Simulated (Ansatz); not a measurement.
# How fast states decay through K2MgI2Cl2, part 2 of 3

Aim: relax a made-up compound, K2MgI2Cl2, and see how good a tunnel barrier it would be. It is built by putting I for part of the Cl in the K2MgCl4 structure of space group I4/mmm, with the volume rescaled by atomic radii. The parent structure comes from the Materials Project.

Ansatz 0.2.0; PBEsol DFT, plane waves, PAW files (the session's first sound run).

So far. Step 2 (Relaxing the new crystal): The largest force component on a free atom ends at 0.0022 eV/Å.

The structure was built from a prototype and need not be the compound's stable phase.

**3. The bulk crystal and its band edges**

The energy window and the wavevectors of the next steps follow from the band edges, so these are searched first, off the mesh as well.

The input, input.yaml:

```yaml
crystal:
  lattice:
    - [-2.4619547033, 2.8307060016, 8.4913913306]
    - [2.4619547033, -2.8307060016, 8.4913913306]
    - [2.4619547033, 2.8307060016, -8.4913913306]
  atoms:
    - { symbol: K, position: [0.6370258958, 0.6370258958, 0.0] }
    - { symbol: K, position: [0.3420231655, 0.3420231655, 0.0] }
    - { symbol: Mg, position: [0.0176735764, 0.0176735764, 0.0] }
    - { symbol: I, position: [0.835599887, 0.835599887, 0.0] }
    - { symbol: Cl, position: [0.159610187, 0.159610187, 0.0] }
    - { symbol: I, position: [0.4955865371, -0.0044134629, 0.5] }
    - { symbol: Cl, position: [0.0124807512, 0.5124807512, 0.5] }
kpoints:
  mp_grid: { grid: [6, 6, 6] }
  band_path: { path: [VBM, CBM], npoints: 30 }
scf:
  occupations: { method: fixed }
hamiltonian:
  xc: pbesol
output:
  eigenvalues: true
  write_potential: true
  write_density: true
  volumetric_format: npy
```

On the command line:

```console
$ ansatz run input.yaml --threads 2 --pin off --max-ram 4096MiB --backend cpu --events-out ev --progress --plain --runs-dir out
```

Numbers of over 12 decimals in the logs are rounded to 6 here.

Log:

```text
[...]
Crystal: 7 atoms, lattice volume = 236.708 Å³
Basis set: ecut = 420 eV, 4685 PW (Γ), FFT grids on a1−a2, a2, a2+a3
Bands: 46, of which v1, the nominal top of the filled ones, is band 38 counted from 1 (37 counted from 0)
Symmetry: 4 space group operations
[...]
k-points: 46 of 216 (time reversal used)
[...]
SCF iter   1: F=—  HF=-21941.215043 eV  |F-HF|=—  |Δ(HF+E_count)|=         —  Δρ=2.59e-3  dr2=1.82e-2  ethr=1.77e-3  ⟨swp⟩=6.4  Hψ=7762  notcnv=0  defer=259
[...]
SCF iter   6: F=-21941.208666 eV  HF=-21941.208666 eV  |F-HF|=7.45e-8  |Δ(HF+E_count)|=   1.81e-6  Δρ=4.41e-6  dr2=7.85e-8  ethr=1.32e-10  ⟨swp⟩=18.3  Hψ=12558  notcnv=0
SCF 1 converged in 6 iterations: F = -21941.208666 eV  dr2 = 7.85e-8
[...]
NSCF: frozen V_eff on 46 k-points
[...]
SCF converged after 6 iterations
Free energy (F): -21941.208666 eV
[...]
Internal energy: -21941.208666 eV  (E = F + TS)
E sigma→0 (E₀):  -21941.208666 eV
Fermi energy:    2.782469 eV
[...]
--- Band table (eV; the first three rows and the last of 46) ---
  k-point 0: bands = [... 34 lower, 2.2240, 2.4220, 2.6478, 2.7473, 6.3233, 7.0867, 8.2977, 8.7755, ... 4 higher]
  k-point 1: bands = [... 34 lower, 2.0452, 2.4313, 2.5465, 2.6082, 7.0089, 7.6167, 8.6776, 8.8178, ... 4 higher]
  k-point 2: bands = [... 34 lower, 2.0842, 2.3971, 2.4464, 2.6949, 8.0960, 8.6040, 8.6295, 8.9370, ... 4 higher]
  k-point 45: bands = [... 34 lower, 2.0738, 2.2307, 2.5659, 2.7063, 6.4422, 7.7349, 7.9293, 8.0939, ... 4 higher]
```

Run time: 55 s. Hardware: 2 threads of Intel Xeon Platinum 8488C (Sapphire Rapids), shared host; peak memory 0.7 GiB; 1.8 min of CPU time.

This step gave:

* free energy: -21941.2087 eV
* Fermi energy: 2.782 eV
* gap on the k-mesh: 3.541 eV
* gap on path: 3.541 eV, by band count; negative where bands overlap
* direct gap on path: 3.576 eV
* edge places on path: 0, 0.8456 1/A along the path

Electronic bands along the path, in eV, zero at the Fermi level (highest filled level under fixed occupations); v1 is the highest filled band, c1 the lowest empty one:

| point | v4 | v3 | v2 | v1 | c1 | c2 | c3 | c4 |
| --- | --- | --- | --- | --- | --- | --- | --- | --- |
| VBM | -0.45 | -0.44 | -0.28 | 0.00 | 5.31 | 5.47 | 5.93 | 6.28 |
| halfway | -0.78 | -0.39 | -0.28 | -0.15 | 4.81 | 5.35 | 5.97 | 6.27 |
| CBM | -0.56 | -0.36 | -0.13 | -0.04 | 3.54 | 4.30 | 5.52 | 5.99 |

The searched edges give 3.54 eV, as on the mesh.

**4. Complex bands**

This step: PBEsol DFT, plane waves, PAW files; complex bands by layer matching along the plane's normal (Ansatz 0.2.0).

The same crystal is laid in a cell whose first two vectors span the (001) plane (indices of the standard conventional cell, whose axes can be ordered otherwise than in the bulk input). At fixed energy and wavevector in the plane the solver finds all kz, real and complex. A few wavevectors are listed, (0, 0), (-0.5, -0.5) and (0.5, 0) in units of the plane's reciprocal vectors; the slowest state needn't be among them.

The input, input.yaml:

```yaml
crystal:
  lattice:
    - [4.923909407, 0.0, 0.0]
    - [0.0, 5.661412003, 0.0]
    - [2.461954703, 2.830706002, 8.491391331]
  atoms:
    - { symbol: K, position: [0.3629741042, 0.3629741042, 0.2740517916] }
    - { symbol: K, position: [0.6579768345, 0.6579768345, 0.684046331] }
    - { symbol: Mg, position: [0.9823264236, 0.9823264236, 0.0353471528] }
    - { symbol: I, position: [0.164400113, 0.164400113, 0.671199774] }
    - { symbol: Cl, position: [0.840389813, 0.840389813, 0.319220374] }
    - { symbol: I, position: [0.0044134629, 0.5044134629, 0.9911730742] }
    - { symbol: Cl, position: [0.4875192488, 0.9875192488, 0.0249615024] }
kpoints:
  mp_grid: { grid: [6, 6, 6] }
scf:
  occupations: { method: fixed }
hamiltonian:
  xc: pbesol
output:
  eigenvalues: true
  transmission:
    leads: [[0, 0]]
    kpoints: [[0.0, 0.0], [-0.5, -0.5], [0.5, 0.0]]
    e_range: [-1.0, 4.54]
    de: 0.11
```

Log:

```text
[...]
Crystal: 7 atoms, lattice volume = 236.708 Å³
Basis set: ecut = 420 eV, 4685 PW (Γ)
Bands: 46, of which v1, the nominal top of the filled ones, is band 38 counted from 1 (37 counted from 0)
Symmetry: 4 space group operations
[...]
k-points: 46 of 216 (time reversal used)
[...]
SCF iter   1: F=—  HF=-21941.215045 eV  |F-HF|=—  |Δ(HF+E_count)|=         —  Δρ=2.58e-3  dr2=1.81e-2  ethr=1.77e-3  ⟨swp⟩=6.4  Hψ=7696  notcnv=0  defer=259
[...]
SCF iter   6: F=-21941.208666 eV  HF=-21941.208666 eV  |F-HF|=7.56e-8  |Δ(HF+E_count)|=   1.83e-6  Δρ=4.43e-6  dr2=7.98e-8  ethr=1.32e-10  ⟨swp⟩=18.5  Hψ=12589  notcnv=0
SCF 1 converged in 6 iterations: F = -21941.208666 eV  dr2 = 7.98e-8
[...]
transmission: 11 of 33 steps passed
transmission: 22 of 33 steps passed
transmission: 33 of 33 steps passed
SCF converged after 6 iterations
Free energy (F): -21941.208666 eV
[...]
Internal energy: -21941.208666 eV  (E = F + TS)
E sigma→0 (E₀):  -21941.208666 eV
Fermi energy:    2.782466 eV
[...]
--- Band table (eV; the first three rows and the last of 46) ---
  k-point 0: bands = [... 34 lower, 2.2240, 2.4220, 2.6478, 2.7473, 6.3233, 7.0868, 8.2977, 8.7755, ... 4 higher]
  k-point 1: bands = [... 34 lower, 2.2257, 2.3404, 2.6279, 2.7372, 6.3990, 7.1026, 8.2350, 8.6560, ... 4 higher]
  k-point 2: bands = [... 34 lower, 2.1684, 2.2290, 2.5870, 2.7166, 6.4561, 7.3327, 8.1232, 8.3586, ... 4 higher]
  k-point 45: bands = [... 34 lower, 2.3462, 2.3643, 2.4996, 2.7707, 8.1752, 8.3177, 8.5640, 8.7333, ... 4 higher]
--- Transmission ---
  basis      : 247 plane waves across, 11 finite elements along
  points     : 3, as listed
  energies   : 51 from -1.000000 to 4.500000 eV about the Fermi level, 0.110000 eV apart; the leads are filled to 1.770431 eV, and channels, transmission and decay are at 1.750000 eV
  crystal 0  : I2K2Cl2Mg1, at the sites [0, 0], period 8.4914 Å: whole cells are its period
    offset         : up to 0.0000 Å between an atom of the period and one for which it stands
    channels       : 0.000000e0 a spin
    conductance    : none, the energies end too early or step too widely for 300 K: set another output.transmission.e_range or a lower de, or, where they end at an eighth of basis.ecutwfc, a higher one
    slowest decay  : 0.3204 /Å at (0.0000, 0.0000)
```

Wall time 60 s (2 threads); peak memory 1 GiB.

This step gave:

| Quantity | Value |
| --- | --- |
| level to which the leads are filled | 1.770 eV from the Fermi level |
| decay constant at the filling level, zone centre | 0.3204 Å⁻¹ |
| decay constant at the filling level, slowest listed point | 0.3204 Å⁻¹ |

K parallel (0, 0); values up to 1.5 1/Å, a degenerate pair printed once or twice; energies at which all values exceed this have no row. Table of Im kz of the slowest decaying states by energy, zero at the highest filled level on the SCF mesh:

| energy (eV) | decay 1 (Å⁻¹) | decay 2 (Å⁻¹) | decay 3 (Å⁻¹) | decay 4 (Å⁻¹) |
| --- | --- | --- | --- | --- |
| -1.0000 | 0.159 | 0.373 | 0.398 | 0.570 |
| -0.7800 | 0.0948 | 0.278 | 0.444 | 0.451 |
| -0.4500 | 0.282 | 0.403 | 0.494 | 0.509 |
| -0.2300 | 0.0906 | 0.142 | 0.327 | 0.506 |
| -0.0100 | 0.170 | 0.215 | 0.252 | 0.513 |
| 0.2100 | 0.256 | 0.359 | 0.387 | 0.515 |
| 0.5400 | 0.293 | 0.434 | 0.481 | 0.512 |
| 0.7600 | 0.308 | 0.463 | 0.507 | 0.515 |
| 0.9800 | 0.318 | 0.484 | 0.500 | 0.538 |
| 1.2000 | 0.323 | 0.491 | 0.499 | 0.554 |
| 1.5300 | 0.324 | 0.475 | 0.513 | 0.569 |
| 1.7500 | 0.320 | 0.461 | 0.518 | 0.575 |
| 1.9700 | 0.313 | 0.445 | 0.521 | 0.578 |
| 2.3000 | 0.297 | 0.418 | 0.520 | 0.578 |
| 2.5200 | 0.281 | 0.396 | 0.516 | 0.576 |
| 2.7400 | 0.260 | 0.370 | 0.511 | 0.572 |
| 2.9600 | 0.233 | 0.339 | 0.504 | 0.566 |
| 3.2900 | 0.169 | 0.275 | 0.489 | 0.554 |
| 3.5100 | 0.0677 | 0.204 | 0.477 | 0.545 |
| 3.7300 | 0.102 | 0.464 | 0.527 | 0.533 |
| 3.9500 | 0.145 | 0.448 | 0.496 | 0.520 |
| 4.2800 | 0.0826 | 0.420 | 0.442 | 0.493 |
| 4.5000 | 0.212 | 0.398 | 0.399 | 0.449 |

K parallel (-0.5, -0.5); values up to 1.5 1/Å, a degenerate pair printed once or twice; energies at which all values exceed this have no row. Table of Im kz of the slowest decaying states by energy, zero at the highest filled level on the SCF mesh:

| energy (eV) | decay 1 (Å⁻¹) | decay 2 (Å⁻¹) | decay 3 (Å⁻¹) | decay 4 (Å⁻¹) |
| --- | --- | --- | --- | --- |
| -1.00 | 0.104 | 0.479 | 1.03 | 1.23 |
| -0.78 | 0.174 | 0.572 | 0.924 | 1.22 |
| -0.56 | 0.152 | 0.322 | 1.10 | 1.22 |
| -0.34 | 0.132 | 0.183 | 1.15 | 1.21 |
| -0.12 | 0.168 | 0.293 | 1.17 | 1.20 |
| -0.01 | 0.334 | 1.18 | 1.19 | 1.40 |
| 0.10 | 0.216 | 0.361 | 1.19 | 1.19 |
| 0.32 | 0.315 | 0.396 | 1.18 | 1.20 |
| 0.54 | 0.370 | 0.419 | 1.17 | 1.21 |
| 0.76 | 0.408 | 0.435 | 1.16 | 1.23 |
| 0.98 | 0.436 | 0.446 | 1.14 | 1.25 |
| 1.20 | 0.454 | 0.458 | 1.13 | 1.23 |
| 1.42 | 0.458 | 0.475 | 1.12 | 1.22 |
| 1.64 | 0.461 | 0.487 | 1.11 | 1.20 |
| 1.86 | 0.461 | 0.496 | 1.09 | 1.19 |
| 2.08 | 0.459 | 0.502 | 1.08 | 1.17 |
| 2.30 | 0.456 | 0.505 | 1.06 | 1.15 |
| 2.52 | 0.450 | 0.506 | 1.05 | 1.14 |
| 2.74 | 0.443 | 0.504 | 1.04 | 1.11 |
| 2.96 | 0.434 | 0.500 | 1.02 | 1.09 |
| 3.18 | 0.423 | 0.492 | 1.01 | 1.06 |
| 3.40 | 0.410 | 0.483 | 0.997 | 1.03 |
| 3.62 | 0.394 | 0.47 | 0.991 | 1.02 |
| 3.84 | 0.376 | 0.454 | 0.970 | 0.977 |
| 4.06 | 0.355 | 0.435 | 0.941 | 0.948 |
| 4.28 | 0.330 | 0.411 | 0.907 | 0.925 |
| 4.50 | 0.300 | 0.382 | 0.873 | 0.902 |

K parallel (0.5, 0); values up to 1.5 1/Å, a degenerate pair printed once or twice; energies at which all values exceed this have no row. Table of Im kz of the slowest decaying states by energy, zero at the highest filled level on the SCF mesh:

| energy (eV) | decay 1 (Å⁻¹) | decay 2 (Å⁻¹) | decay 3 (Å⁻¹) | decay 4 (Å⁻¹) |
| --- | --- | --- | --- | --- |
| -1.0000 | 0.120 | 0.619 | 0.667 | 1.21 |
| -0.7800 | 0.217 | 0.637 | 0.728 | 1.19 |
| -0.4500 | 0.153 | 0.600 | 0.753 | 1.15 |
| -0.2300 | 0.282 | 0.596 | 0.771 | 1.11 |
| -0.0100 | 0.413 | 0.681 | 0.819 | 1.04 |
| 0.2100 | 0.485 | 0.723 | 0.851 | 0.992 |
| 0.5400 | 0.549 | 0.753 | 0.761 | 1.07 |
| 0.7600 | 0.575 | 0.732 | 0.779 | 1.08 |
| 0.9800 | 0.593 | 0.720 | 0.793 | 1.09 |
| 1.2000 | 0.609 | 0.709 | 0.805 | 1.08 |
| 1.5300 | 0.629 | 0.693 | 0.818 | 1.08 |
| 1.7500 | 0.646 | 0.677 | 0.825 | 1.07 |
| 1.9700 | 0.663 | 0.830 | 1.06 | 1.25 |
| 2.3000 | 0.664 | 0.838 | 1.05 | 1.19 |
| 2.5200 | 0.669 | 0.842 | 1.05 | 1.13 |
| 2.7400 | 0.685 | 0.847 | 1.05 | 1.31 |
| 2.9600 | 0.656 | 0.740 | 0.853 | 0.936 |
| 3.2900 | 0.622 | 0.628 | 0.868 | 0.950 |
| 3.5100 | 0.591 | 0.600 | 0.887 | 0.938 |
| 3.7300 | 0.559 | 0.578 | 0.922 | 0.942 |
| 3.9500 | 0.529 | 0.555 | 0.905 | 0.952 |
| 4.2800 | 0.483 | 0.515 | 0.830 | 0.877 |
| 4.5000 | 0.449 | 0.483 | 0.790 | 0.856 |

At the listed wavevectors the last open channel is at -0.01 eV and the next at +3.62 eV on the grid. At +1.75 eV, the grid energy nearest the filling level (the middle of the gap on the SCF mesh), the slowest state at the listed wavevectors decays with κ = 0.320 Å⁻¹, its amplitude falling by e over 3.1 Å. Through 1 nm of this crystal that state's transmission falls by exp(−2 × 0.320 Å⁻¹ × 10 Å) = 0.0016.

**5. Band edges at another level, cutoff 1142.88 eV**

This step: PBEsol DFT, plane waves, norm-conserving files (Ansatz 0.2.0).

The edges again with norm-conserving files, at the same atoms. Against that run the cutoff is 1143 eV against 420.

The input, input.yaml:

```yaml
crystal:
  lattice:
    - [-2.4619547033, 2.8307060016, 8.4913913306]
    - [2.4619547033, -2.8307060016, 8.4913913306]
    - [2.4619547033, 2.8307060016, -8.4913913306]
  atoms:
    - { symbol: K, position: [0.6370258958, 0.6370258958, 0.0] }
    - { symbol: K, position: [0.3420231655, 0.3420231655, 0.0] }
    - { symbol: Mg, position: [0.0176735764, 0.0176735764, 0.0] }
    - { symbol: I, position: [0.835599887, 0.835599887, 0.0] }
    - { symbol: Cl, position: [0.159610187, 0.159610187, 0.0] }
    - { symbol: I, position: [0.4955865371, -0.0044134629, 0.5] }
    - { symbol: Cl, position: [0.0124807512, 0.5124807512, 0.5] }
kpoints:
  mp_grid: { grid: [6, 6, 6] }
  band_path: { path: [VBM, CBM], npoints: 30 }
scf:
  occupations: { method: fixed }
hamiltonian:
  xc: pbesol
  pseudopotentials: { kind: nc }
output:
  eigenvalues: true
```

Log:

```text
[...]
Crystal: 7 atoms, lattice volume = 236.708 Å³
Basis set: ecut = 1142.878222 eV, 20773 PW (Γ), FFT grids on a1+a3, a2+a3, a3
Bands: 35, of which v1, the nominal top of the filled ones, is band 28 counted from 1 (27 counted from 0)
Symmetry: 4 space group operations
[...]
k-points: 46 of 216 (time reversal used)
[...]
SCF iter   1: F=—  HF=-4855.109050 eV  |F-HF|=—  |Δ(HF+E_count)|=         —  Δρ=4.14e-2  dr2=6.29e0  ethr=3.10e-3  ⟨swp⟩=9.3  Hψ=7859  notcnv=0  defer=232
[...]
SCF iter   9: F=-4852.367439 eV  HF=-4852.367439 eV  |F-HF|=8.23e-9  |Δ(HF+E_count)|=   4.98e-7  Δρ=2.28e-6  dr2=1.79e-8  ethr=1.79e-10  ⟨swp⟩=24.9  Hψ=13431  notcnv=0
SCF 1 converged in 9 iterations: F = -4852.367439 eV  dr2 = 1.79e-8
[...]
SCF converged after 9 iterations
Free energy (F): -4852.367439 eV
[...]
Internal energy: -4852.367439 eV  (E = F + TS)
E sigma→0 (E₀):  -4852.367439 eV
Fermi energy:    2.118320 eV
[...]
--- Band table (eV; the first three rows and the last of 46) ---
  k-point 0: bands = [... 24 lower, 1.5595, 1.7580, 1.9840, 2.0829, 5.6549, 6.4195, 7.6315, 8.1131, ... 3 higher]
  k-point 1: bands = [... 24 lower, 1.3809, 1.7678, 1.8825, 1.9441, 6.3404, 6.9498, 8.0135, 8.1528, ... 3 higher]
  k-point 2: bands = [... 24 lower, 1.4206, 1.7329, 1.7834, 2.0309, 7.4277, 7.9379, 7.9638, 8.2723, ... 3 higher]
  k-point 45: bands = [... 24 lower, 1.4102, 1.5662, 1.9021, 2.0420, 5.7734, 7.0677, 7.2631, 7.4279, ... 3 higher]
```

The job ended after 4 min (2 threads; peak memory 1.4 GiB; 7.9 min of CPU time).

Numbers from this step:

```
free energy        : -4852.3674 eV
Fermi energy       : 2.118 eV
gap on the k-mesh  : 3.537 eV
gap on path        : 3.537 eV, by band count; negative where bands overlap
direct gap on path : 3.572 eV
```

(Continued in part 3 of 3.)

[Logs are printed without paths, hosts, clocks, repeated set-up lines and the standing remarks that a program may print on its own settings, such as how far it seeks lower states.]

[Hosts, paths, dates, database ids (printed as entryN), source tags and the programs' standing remarks are cut or masked in the printed files.]
